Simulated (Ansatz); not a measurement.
Rows from a G0W0 calculation on GeH (hydrogen-terminated (001) film, symmetric dihydride, 4 layers) (Ansatz 0.2.0; G0W0 on PBEsol, plane waves, PAW; PAW set soft_1; 4×4×1 mesh, 336 empty bands, screening to 41 eV, PAW set soft_1 files), in eV. Spin-orbit coupling is left out.

```
row  k  band   start       Σx  Σc at the solution      Vxc
  A  Γ    v2  -5.053  -15.255               1.383  -13.711
  B  Γ    v1  -5.042  -16.101               1.795  -13.991
  C  Γ    c2  -3.001   -7.455              -3.317  -11.324
  D  Γ    c1  -3.156   -9.424              -3.268  -13.623
```

**Question.** Give the quasiparticle energies and the shift of each level.

The quasiparticle equation reads E = start + Σx + Σc(E) − Vxc.

| row | E (eV) | shift (eV) |
| --- | --- | --- |
| A | -5.214 | −0.161 |
| B | -5.358 | −0.316 |
| C | -2.450 | +0.551 |
| D | -2.224 | +0.932 |

The gap over the computed points goes from 1.89 eV to 2.76 eV.

Limits: not at the basis limit; coarse mesh for a sheet; no spin-orbit coupling.

[Paths, hosts, dates, memory and timing lines, banners, echoed tables and standing remarks are left out of the program output.]

[Logs are printed without paths, hosts, clocks, repeated set-up lines and the standing remarks that a program may print on its own settings, such as how far it seeks lower states.]

[Runs of the session that timed out or met a known fault of the program may be left out.]

[Cells called generated may have been cut or substituted from an entry of the Crystallography Open Database or the Materials Project.]

[Hosts, paths, dates, database ids (printed as entryN), source tags and the programs' standing remarks are cut or masked in the printed files.]
